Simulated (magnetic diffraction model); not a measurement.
# Cr5Pb2C4 below its ordering temperature

Space group Fmmm (no. 69), a = 5.4770 Å, b = 9.7210 Å, c = 11.1350 Å.

```csv
site,atom,x,y,z
8i,Pb,0,0,0.8556
8e,Cr,1/4,3/4,0
8f,Cr,3/4,3/4,3/4
4b,Cr,1/2,0,0
16m,C,1/2,0.8362,0.8699
```

This is a made-up structure (elements placed in a structure type, unrelaxed), so the numbers test the method and describe no known phase.

Only Cr is taken to order (form factors of Cr2+); orders and moment sizes are assumed, and not adapted to the symmetry. Radiation: neutrons of λ = 2.0775 Å, 3° to 70°; isotropic B of 0.09 Å² (Pb), 0.18 Å² (Cr) and 0.2 Å² (C). The intensities are simulated: I ∝ L Σ (|F_N|² + |F_M⊥|²) for unpolarised neutrons, with F_M = 2.695 fm/μB × Σ f(s) S exp(2πi Q·r) exp(−B s²) at Q = H ± k (one set where k and −k are equivalent), only the part normal to Q counting and L = 1/(sin²θ cos θ). For collinear order S is the moment m, which repeats by lattice and centring translations R with the sign exp(−2πi k·R). Form factors are spin-only for 3d ions and dipole or tabulated for f ions, scattering lengths are Sears's of 1992, and absorption is left out. A label names one of the reflections at its angle. The strongest nuclear line in the range is 100, and lines under 0.2 are left out.

Above the ordering temperature:

```tsv
2θ (°)	index	I
21.51	(0 0 2)	0.6
24.68	(0 2 0)	1.3
27.40	(1 1 1)	0.4
41.53	(1 1 3)	10.2
43.82	(0 0 4)	13.5
44.58	(2 0 0)	25.3
45.16	(1 3 1)	56.7
50.01	(2 0 2)	0.2
50.61	(0 4 0)	8.4
50.94	(0 2 4)	7.8
51.62	(2 2 0)	20.0
55.54	(1 3 3)	100.0
64.29	(2 0 4)	67.8
68.07	(0 0 6)	4.9
69.14	(0 4 4)	5.5
69.70	(2 4 0)	1.0
69.98	(2 2 4)	7.8
```

Below it (cell unchanged):

| 2θ (°) | I |
| --- | --- |
| 21.51 | 1.0 |
| 24.68 | 16.2 |
| 27.40 | 4.2 |
| 32.96 | 1.0 |
| 41.53 | 10.9 |
| 43.82 | 15.2 |
| 44.58 | 27.6 |
| 45.16 | 57.8 |
| 50.01 | 0.5 |
| 50.61 | 13.6 |
| 50.94 | 9.3 |
| 51.62 | 28.4 |
| 55.54 | 100.4 |
| 55.60 | 0.3 |
| 56.55 | 0.4 |
| 64.29 | 68.6 |
| 68.07 | 4.9 |
| 69.14 | 7.7 |
| 69.70 | 2.0 |
| 69.98 | 11.4 |

**Question.** Find the propagation vector, then choose among these models:
A. collinear moments along [101], 2.16 μB on Cr; signs + at (1/4, 3/4, 0), − at (3/4, 3/4, 0), − at (3/4, 3/4, 3/4), + at (1/4, 3/4, 3/4), + at (1/2, 0, 0)
B. collinear moments along [110], 2.16 μB on Cr; signs + at (1/4, 3/4, 0), + at (3/4, 3/4, 0), + at (3/4, 3/4, 3/4), + at (1/4, 3/4, 3/4), + at (1/2, 0, 0)
C. collinear moments along [110], 2.16 μB on Cr; signs + at (1/4, 3/4, 0), − at (3/4, 3/4, 0), − at (3/4, 3/4, 3/4), + at (1/4, 3/4, 3/4), + at (1/2, 0, 0)
D. collinear moments along [101], 2.16 μB on Cr; signs + at (1/4, 3/4, 0), + at (3/4, 3/4, 0), + at (3/4, 3/4, 3/4), + at (1/4, 3/4, 3/4), + at (1/2, 0, 0)

No line moves, and magnetic intensity falls on nuclear lines such as the one at 24.68°; new lines at (0 2 2) and (2 2 2) have whole indices that obey the lattice centring, at places with no nuclear intensity to speak of, so the magnetic cell equals the chemical primitive cell: k = 0.

Magnetic intensity, observed (below minus above) and for each model:

| 2θ (°) | index | observed | A | B | C | D |
| --- | --- | --- | --- | --- | --- | --- |
| 24.68 | (0 2 0) | 14.9 | 1.7 | 3.6 | 0.4 | 14.9 |
| 27.40 | (1 1 1) | 3.8 | 34.5 | 3.5 | 38.1 | 3.8 |
| 41.53 | (1 1 3) | 0.7 | 6.4 | 1.4 | 13.4 | 0.7 |
| 43.82 | (0 0 4) | 1.6 | 0.1 | 8.5 | 0.3 | 1.6 |
| 45.16 | (1 3 1) | 1.1 | 10.1 | 0.5 | 2.8 | 1.1 |
| 50.61 | (0 4 0) | 5.3 | 0.2 | 1.3 | <0.2 | 5.3 |
| 51.62 | (2 2 0) | 8.4 | 0.3 | 6.2 | 0.2 | 8.4 |
| 69.98 | (2 2 4) | 3.6 | 0.1 | 4.9 | 0.2 | 3.6 |

Model D matches.

The structure used: k = (0 0 0), collinear moments along [101], 2.16 μB on Cr; signs + at (1/4, 3/4, 0), + at (3/4, 3/4, 0), + at (3/4, 3/4, 3/4), + at (1/4, 3/4, 3/4), + at (1/2, 0, 0).

[Logs are printed without paths, hosts, clocks, repeated set-up lines and the standing remarks that a program may print on its own settings, such as how far it seeks lower states.]
